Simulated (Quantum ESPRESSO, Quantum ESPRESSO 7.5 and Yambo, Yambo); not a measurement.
# CdF2 (Fm-3m): G0W0 with Yambo, start to end

Wanted: ground state, empty states, screening and self-energy for CdF2 (Fm-3m).

Method: PBE and many-body steps on it, plane waves, in Quantum ESPRESSO 7.5 and Yambo 5.3.0.

Most raw output is cut from this account.

## 1. The starting structure

The structure is cubic, space group Fm-3m (No. 225). The conventional cell has a = 5.388 Å, b = 5.388 Å, c = 5.388 Å, α = 90.00°, β = 90.00°, γ = 90.00°. Cd has 8 F at 2.33 Å nearest. F has 4 Cd at 2.33 Å nearest. Farther neighbours and most contacts between anions are not listed.

The cell and positions come from the Crystallography Open Database and are kept as given unless a step says otherwise.

## 2. Ground state

This step: Quantum ESPRESSO 7.5; DFT, PBE, plane waves, norm-conserving pseudopotentials.

The ground-state density comes first.

pw.in reads:

```
&control
  calculation = 'scf'
  prefix = 'x'
  outdir = 'o'
  pseudo_dir = 'pseudo'
/
&system
  ibrav = 0
  nat = 3
  ntyp = 2
  ecutwfc = 94.0
  nbnd = 22
  force_symmorphic = .true.
/
&electrons
  conv_thr = 1e-10
  electron_maxstep = 80
  mixing_beta = 0.5
/
ATOMIC_SPECIES
  Cd 112.41 Cd.upf
  F 18.998 F.upf
CELL_PARAMETERS angstrom
  0.0000000000 2.6940000000 2.6940000000
  2.6940000000 -0.0000000000 2.6940000000
  2.6940000000 2.6940000000 -0.0000000000
ATOMIC_POSITIONS crystal
  Cd 0.0000000000 0.0000000000 0.0000000000
  F 0.2500000000 0.2500000000 0.2500000000
  F 0.7500000000 0.7500000000 0.7500000000
K_POINTS automatic
  6 6 6 0 0 0
```

Command:

```
OMP_NUM_THREADS=1 mpirun -n 4 pw.x -nk 4 -in pw.in > pw.out
```

It took 7.6 s on 4 MPI ranks of Arm Neoverse V1, shared host; peak memory 0.27 GiB.

This step gave:

- total energy: -6114.7323 eV
- gap: 3.143 eV
- k of the valence top: 0.1667, -0.5, -0.3333
- k of the conduction bottom: 0, 0, 0
- least direct gap: 3.619 eV

The gap is indirect, with the least direct gap 0.48 eV higher.

## 3. Bands along the symmetry lines

The cheap functional maps the bands first; the places of the edges decide which points the dearer methods must see.

pw.in reads:

```
&control
  calculation = 'bands'
  prefix = 'x'
  outdir = 'o'
  pseudo_dir = 'pseudo'
/
&system
  ibrav = 0
  nat = 3
  ntyp = 2
  ecutwfc = 94.0
  nbnd = 23
  force_symmorphic = .true.
/
&electrons
  conv_thr = 1e-9
  electron_maxstep = 80
  diago_full_acc = .true.
  diago_thr_init = 5e-6
/
ATOMIC_SPECIES
  Cd 112.41 Cd.upf
  F 18.998 F.upf
CELL_PARAMETERS angstrom
  0.0000000000 2.6940000000 2.6940000000
  2.6940000000 -0.0000000000 2.6940000000
  2.6940000000 2.6940000000 -0.0000000000
ATOMIC_POSITIONS crystal
  Cd 0.0000000000 0.0000000000 0.0000000000
  F 0.2500000000 0.2500000000 0.2500000000
  F 0.7500000000 0.7500000000 0.7500000000
K_POINTS crystal
  50
  0.00000000 0.00000000 0.00000000 1
  0.06250000 0.00000000 0.06250000 1
  0.12500000 0.00000000 0.12500000 1
  0.18750000 0.00000000 0.18750000 1
  0.25000000 0.00000000 0.25000000 1
  0.31250000 0.00000000 0.31250000 1
  0.37500000 0.00000000 0.37500000 1
  0.43750000 0.00000000 0.43750000 1
  0.50000000 0.00000000 0.50000000 1
  0.51562500 0.03125000 0.51562500 1
  0.53125000 0.06250000 0.53125000 1
  0.54687500 0.09375000 0.54687500 1
  0.56250000 0.12500000 0.56250000 1
  0.57812500 0.15625000 0.57812500 1
  0.59375000 0.18750000 0.59375000 1
  0.60937500 0.21875000 0.60937500 1
  0.62500000 0.25000000 0.62500000 1
  0.37500000 0.37500000 0.75000000 1
  0.32812500 0.32812500 0.65625000 1
  0.28125000 0.28125000 0.56250000 1
  0.23437500 0.23437500 0.46875000 1
  0.18750000 0.18750000 0.37500000 1
  0.14062500 0.14062500 0.28125000 1
  0.09375000 0.09375000 0.18750000 1
  0.04687500 0.04687500 0.09375000 1
  0.00000000 0.00000000 0.00000000 1
  0.06250000 0.06250000 0.06250000 1
  0.12500000 0.12500000 0.12500000 1
  0.18750000 0.18750000 0.18750000 1
  0.25000000 0.25000000 0.25000000 1
  0.31250000 0.31250000 0.31250000 1
  0.37500000 0.37500000 0.37500000 1
  0.43750000 0.43750000 0.43750000 1
  0.50000000 0.50000000 0.50000000 1
  0.50000000 0.46875000 0.53125000 1
  0.50000000 0.43750000 0.56250000 1
  0.50000000 0.40625000 0.59375000 1
  0.50000000 0.37500000 0.62500000 1
  0.50000000 0.34375000 0.65625000 1
  0.50000000 0.31250000 0.68750000 1
  0.50000000 0.28125000 0.71875000 1
  0.50000000 0.25000000 0.75000000 1
  0.50000000 0.21875000 0.71875000 1
  0.50000000 0.18750000 0.68750000 1
  0.50000000 0.15625000 0.65625000 1
  0.50000000 0.12500000 0.62500000 1
  0.50000000 0.09375000 0.59375000 1
  0.50000000 0.06250000 0.56250000 1
  0.50000000 0.03125000 0.53125000 1
  0.50000000 0.00000000 0.50000000 1
```

Run time: 6.2 s. Hardware: 4 MPI ranks; peak memory 0.24 GiB.

This step gave:

```yaml
gap: 3.124 eV
k_of_the_valence_top: 0.5, 0.25, 0.75
k_of_the_conduction_bottom: 0, 0, 0
least_direct_gap: 3.619 eV
```

The gap is 3.124 eV, −0.019 eV from the run before at this level.

The electronic bands at the labelled points (eV, zero at the top of the highest filled band):

| point | band 14 | band 15 | band 16 | band 17 | band 18 | band 19 | band 20 | band 21 |
| --- | --- | --- | --- | --- | --- | --- | --- | --- |
| Γ | -0.97 | -0.50 | -0.50 | -0.50 | 3.12 | 12.74 | 12.74 | 12.74 |
| halfway | -1.83 | -0.50 | -0.31 | -0.31 | 5.33 | 10.70 | 13.59 | 13.59 |
| X | -2.94 | -0.51 | -0.09 | -0.09 | 8.04 | 9.71 | 11.96 | 14.30 |
| halfway | -2.67 | -0.56 | -0.23 | -0.12 | 8.05 | 10.01 | 11.76 | 14.25 |
| U | -2.30 | -0.95 | -0.35 | -0.20 | 7.99 | 10.79 | 11.16 | 14.50 |
| jump to K | -2.30 | -0.95 | -0.35 | -0.20 | 7.99 | 10.79 | 11.16 | 14.50 |
| halfway | -1.42 | -1.14 | -0.44 | -0.41 | 5.62 | 10.69 | 13.12 | 14.00 |
| Γ | -0.97 | -0.50 | -0.50 | -0.50 | 3.12 | 12.74 | 12.74 | 12.74 |
| halfway | -1.36 | -1.12 | -0.45 | -0.45 | 4.99 | 10.84 | 13.56 | 13.56 |
| L | -1.83 | -1.83 | -0.39 | -0.39 | 7.20 | 9.18 | 14.53 | 14.53 |
| halfway | -1.85 | -1.49 | -0.47 | -0.24 | 7.58 | 9.86 | 12.99 | 13.97 |
| W | -1.52 | -1.52 | -0.60 | 0.00 | 8.10 | 11.53 | 11.72 | 11.72 |
| halfway | -2.48 | -0.56 | -0.53 | -0.04 | 8.07 | 10.29 | 11.71 | 13.39 |
| X | -2.94 | -0.51 | -0.09 | -0.09 | 8.04 | 9.71 | 11.96 | 14.30 |

## 4. Empty states on the mesh, 6×6×6 mesh, 180 bands

The sums over transitions need many empty states on a uniform mesh; this step solves for them.

pw.in reads:

```
&control
  calculation = 'nscf'
  prefix = 'x'
  outdir = 'o'
  pseudo_dir = 'pseudo'
/
&system
  ibrav = 0
  nat = 3
  ntyp = 2
  ecutwfc = 94.0
  nbnd = 180
  force_symmorphic = .true.
/
&electrons
  conv_thr = 1e-9
  electron_maxstep = 80
  diago_full_acc = .true.
  diago_thr_init = 5e-6
/
ATOMIC_SPECIES
  Cd 112.41 Cd.upf
  F 18.998 F.upf
CELL_PARAMETERS angstrom
  0.0000000000 2.6940000000 2.6940000000
  2.6940000000 -0.0000000000 2.6940000000
  2.6940000000 2.6940000000 -0.0000000000
ATOMIC_POSITIONS crystal
  Cd 0.0000000000 0.0000000000 0.0000000000
  F 0.2500000000 0.2500000000 0.2500000000
  F 0.7500000000 0.7500000000 0.7500000000
K_POINTS automatic
  6 6 6 0 0 0
```

Run time: 33 s. Hardware: 4 MPI ranks; peak memory 0.45 GiB.

Numbers from this step:

| Quantity | Value |
| --- | --- |
| gap | 3.143 eV |
| k of the valence top | 0.1667, -0.5, -0.3333 |
| k of the conduction bottom | 0, 0, 0 |
| least direct gap | 3.619 eV |
| k points computed | 16 |
| lowest point of the top converged band, above the valence top | 141.0991 eV |

On this mesh the gap is 3.143 eV.

## 5. Conversion and set-up

This step: Yambo 5.3.0; conversion and set-up on PBE, plane waves, norm-conserving pseudopotentials.

The states are converted to the many-body program's format and the q mesh is built.

Command:

```
(cd o/x.save; p2y > p2y.log; mv SAVE ../..); yambo > setup.log
```

Wall time 2.8 s (1 MPI rank); peak memory 0.25 GiB.

## 6. Screening and self-energy, 6×6×6 mesh, 180 bands, screening to 210.9 eV

Now the one-shot GW correction: screening in the RPA, then the self-energy of the levels asked for.

This step: G0W0 on PBE, plane waves, norm-conserving pseudopotentials.

gw1.in reads:

```
HF_and_locXC
gw0
dyson
ppa
em1d
rim_cut
RandQpts= 1000000
RandGvec= 1 RL
EXXRLvcs= 94 Ry
VXCRLvcs= 376 Ry
Chimod= "HARTREE"
% BndsRnXp
 1 | 180 |
%
NGsBlkXp= 15.5 Ry
% LongDrXp
 1 | 1 | 1 |
%
% GbndRnge
 1 | 180 |
%
DysSolver= "n"
ExtendOut
PPAPntXp= 27.21138 eV
% QPkrange
 16 | 16 | 16 | 19 |
 1 | 1 | 16 | 19 |
%
```

Command:

```
OMP_NUM_THREADS=1 mpirun -n 4 yambo -F gw1.in -J gw1 -C gw1 > gw1.log
```

Elapsed: 20 min, on 4 MPI ranks; peak memory 2.4 GiB.

This step gave:

```yaml
g0w0_gap_on_the_points_computed: 5.402 eV
starting_gap_on_the_mesh: 3.143 eV
k_of_the_valence_top: 0.1667, -0.5, -0.3333
k_of_the_conduction_bottom: 0, 0, 0
least_direct_g0w0_gap_on_the_computed_points: 6.143 eV
z_at_the_valence_top: 0.7936
z_at_the_conduction_bottom: 0.8683
```

The gap on the mesh goes from 3.14 eV to 5.40 eV, a correction of +2.26 eV.

Limits: finite bands, cutoff and mesh; d shell near the gap, gap tends to lie low; no spin-orbit coupling. v1 is the top filled band, c1 the lowest empty one. Levels before and after the correction, in eV, zero at the valence-band top of each column:

|  | conduction bottom | valence top |
| --- | --- | --- |
| Kohn-Sham | 3.14 | 0.00 |
| G0W0 | 5.40 | 0.00 |

|  | level | energy (eV) |
| --- | --- | --- |
| Kohn-Sham | Γ v2-v1 | -0.476 |
| Kohn-Sham | Γ c1 | 3.143 |
| Kohn-Sham | Γ c2 | 12.760 |
| Kohn-Sham | (0.167 -0.5 -0.333) v2 | -0.559 |
| Kohn-Sham | (0.167 -0.5 -0.333) v1 | 0.000 |
| Kohn-Sham | (0.167 -0.5 -0.333) c1 | 8.104 |
| Kohn-Sham | (0.167 -0.5 -0.333) c2 | 10.725 |
| G0W0 | Γ v2-v1 | -0.741 |
| G0W0 | Γ c1 | 5.402 |
| G0W0 | Γ c2 | 15.237 |
| G0W0 | (0.167 -0.5 -0.333) v2 | -0.572 |
| G0W0 | (0.167 -0.5 -0.333) v1 | 0.000 |
| G0W0 | (0.167 -0.5 -0.333) c1 | 11.340 |
| G0W0 | (0.167 -0.5 -0.333) c2 | 13.310 |

## 7. Where the time went

Times are wall times on the hardware named with each run, good to a factor of about two.

| step | time | share | memory (GiB) |
| --- | --- | --- | --- |
| ground state | 7.6 s | 1 % | 0.27 |
| bands along the symmetry lines | 6.2 s | 0 % | 0.24 |
| empty states on the mesh | 33 s | 3 % | 0.45 |
| conversion and set-up | 2.8 s | 0 % | 0.25 |
| screening and self-energy | 20 min | 96 % | 2.4 |

## 8. Outcome

* PBE gap: 3.12 eV, indirect
* G0W0 gap on the mesh: 5.40 eV
* GW settings: 6×6×6 mesh, 180 bands, screening to 210.9 eV, Godby-Needs plasmon pole
* known limits: not at the basis limit; d shell near the gap, gap tends to lie low; no spin-orbit coupling

**Reading.** G0W0 moves the gap on the mesh from 3.14 eV to 5.40 eV (+2.26 eV), with Z of 0.79 and 0.87 at the edges. Only 2 of the mesh's irreducible points were corrected, so a valley elsewhere could overtake. The dearest step here is «screening and self-energy». Bands and cutoff are finite, so the gap is not at the basis limit. The miss can reach some tenths of an eV and take either sign; the mesh is an error of its own. In the G0W0 run levels were corrected at 2 k points alone, so a gap called «on the mesh» is the least over those, and an edge elsewhere would be missed. A d shell, filled or nearly so, lies near the gap. One-shot GW converges very slowly in bands there, not always from below, and on a semilocal start the gap tends to come out low; starts rich in exact exchange can overshoot instead. The many-body steps are scalar-relativistic: spin-orbit coupling is not in them.

[Paths, hosts, dates, memory and timing lines, banners, echoed tables and standing remarks are left out of the program output.]

[Logs are printed without paths, hosts, clocks, repeated set-up lines and the standing remarks that a program may print on its own settings, such as how far it seeks lower states.]

[Runs of the session that timed out or met a known fault of the program may be left out.]

[Hosts, paths, dates, database ids (printed as entryN), source tags and the programs' standing remarks are cut or masked in the printed files.]
